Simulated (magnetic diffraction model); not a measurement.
**Solving a magnetic structure from powder neutron data: Er2CdGa3**

Space group P6_3/mmc (no. 194), a = 5.7440 Å, c = 8.8240 Å.

```
site  atom       x       y       z
  4f    Er     1/3     2/3  0.0668
  2a    Cd       0       0     1/2
  6h    Ga  0.8345  0.1655     1/4
```

This is a made-up structure (elements placed in a structure type, unrelaxed), so the numbers test the method and describe no known phase.

Only Er is taken to order (form factors of Er3+); orders and moment sizes are assumed, and not adapted to the symmetry. Radiation: neutrons of λ = 2.0775 Å (absorption by Cd left out), 5° to 65°; isotropic B of 0.1 Å² (Er), 0.11 Å² (Cd) and 0.16 Å² (Ga). Simulated constant-wavelength pattern: nuclear and magnetic terms add, the magnetic one as |2.695 fm × Σ f S⊥ exp(2πi Q·r) exp(−B s²)|², summed over all Q at one angle with the factor 1/(sin²θ cos θ). For collinear order S is the moment m, which repeats by lattice and centring translations R with the sign exp(−2πi k·R). Free-ion form factors, Sears's scattering lengths of 1992, no absorption; a label names one of the reflections at its angle. The strongest nuclear line in the range is 100, and lines under 0.2 are left out.

Above the ordering temperature:

| 2θ (°) | index | I |
| --- | --- | --- |
| 24.11 | (1 0 0) | 0.3 |
| 27.23 | (0 0 2) | 3.8 |
| 27.74 | (1 0 1) | 0.2 |
| 36.69 | (1 0 2) | 5.3 |
| 42.41 | (1 1 0) | 20.4 |
| 48.44 | (1 0 3) | 67.4 |
| 49.37 | (2 0 0) | 17.2 |
| 51.13 | (1 1 2) | 86.3 |
| 51.43 | (2 0 1) | 100.0 |
| 56.18 | (0 0 4) | 15.2 |
| 57.30 | (2 0 2) | 15.8 |
| 62.01 | (1 0 4) | 11.3 |

Below it (cell unchanged):

| 2θ (°) | I |
| --- | --- |
| 13.77 | 92.0 |
| 21.93 | 63.8 |
| 23.68 | 186.7 |
| 24.11 | 0.3 |
| 27.23 | 3.8 |
| 27.74 | 0.2 |
| 29.28 | 129.6 |
| 32.81 | 34.5 |
| 36.39 | 6.0 |
| 36.69 | 5.3 |
| 37.17 | 7.5 |
| 38.28 | 103.9 |
| 40.41 | 4.8 |
| 42.15 | 29.3 |
| 42.41 | 20.4 |
| 44.79 | 25.9 |
| 47.61 | 5.4 |
| 48.44 | 67.4 |
| 49.14 | 74.0 |
| 49.37 | 17.2 |
| 50.31 | 27.1 |
| 50.91 | 1.9 |
| 51.13 | 86.3 |
| 51.43 | 100.0 |
| 53.48 | 23.7 |
| 54.63 | 7.9 |
| 56.18 | 15.2 |
| 57.09 | 4.0 |
| 57.30 | 15.8 |
| 57.64 | 11.2 |
| 58.44 | 27.5 |
| 59.48 | 32.5 |
| 61.33 | 35.0 |
| 62.01 | 11.3 |
| 62.34 | 12.8 |
| 63.38 | 2.2 |

**Question.** Check that the new lines index with k = (1/2 1/2 1/2), then choose among these models:
A. collinear moments along [100], 8.7 μB on Er; signs + at (1/3, 2/3, 0.0668), − at (2/3, 1/3, 0.5668), + at (2/3, 1/3, 0.9332), − at (1/3, 2/3, 0.4332)
B. collinear moments along [001], 8.7 μB on Er; signs + at (1/3, 2/3, 0.0668), + at (2/3, 1/3, 0.5668), + at (2/3, 1/3, 0.9332), + at (1/3, 2/3, 0.4332)
C. collinear moments along [100], 8.7 μB on Er; signs + at (1/3, 2/3, 0.0668), + at (2/3, 1/3, 0.5668), + at (2/3, 1/3, 0.9332), + at (1/3, 2/3, 0.4332)
D. collinear moments along [001], 8.7 μB on Er; signs + at (1/3, 2/3, 0.0668), − at (2/3, 1/3, 0.5668), + at (2/3, 1/3, 0.9332), − at (1/3, 2/3, 0.4332)

The new lines index as (1/2 -1/2 1/2) at 13.77°, (1/2 1/2 1/2) at 21.93°, (1/2 -1/2 3/2) at 23.68° and (1/2 1/2 3/2) at 29.28°, that is as H ± k with k = (1/2 1/2 1/2), one of 3 inequivalent arms of its star (k and −k counted as one), which a powder can't tell apart. Half indices mean that the moments reverse under translations with k·R a half-integer, and the magnetic cell has twice the primitive volume.

Magnetic intensity, observed (below minus above) and for each model:

| 2θ (°) | index | observed | A | B | C | D |
| --- | --- | --- | --- | --- | --- | --- |
| 13.77 | (1/2 -1/2 1/2) | 92.0 | 92.0 | 384.9 | 218.6 | 162.0 |
| 21.93 | (1/2 1/2 1/2) | 63.8 | 63.8 | 177.1 | 151.6 | 74.6 |
| 23.68 | (1/2 -1/2 3/2) | 186.7 | 186.7 | 1.5 | 4.6 | 60.0 |
| 29.28 | (1/2 1/2 3/2) | 129.6 | 129.6 | 1.9 | 3.2 | 76.0 |
| 32.81 | (3/2 -1/2 1/2) | 34.5 | 34.5 | 161.0 | 82.1 | 67.8 |
| 36.39 | (1/2 -1/2 5/2) | 6.0 | 6.0 | 10.0 | 81.8 | 0.7 |
| 38.28 | (3/2 -1/2 3/2) | 103.9 | 103.9 | 2.9 | 2.6 | 119.0 |
| 49.14 | (3/2 1/2 3/2) | 74.0 | 74.0 | 2.0 | 1.8 | 79.5 |

Model A matches.

The structure used: k = (1/2 1/2 1/2), collinear moments along [100], 8.7 μB on Er; signs + at (1/3, 2/3, 0.0668), − at (2/3, 1/3, 0.5668), + at (2/3, 1/3, 0.9332), − at (1/3, 2/3, 0.4332).

[Logs are printed without paths, hosts, clocks, repeated set-up lines and the standing remarks that a program may print on its own settings, such as how far it seeks lower states.]
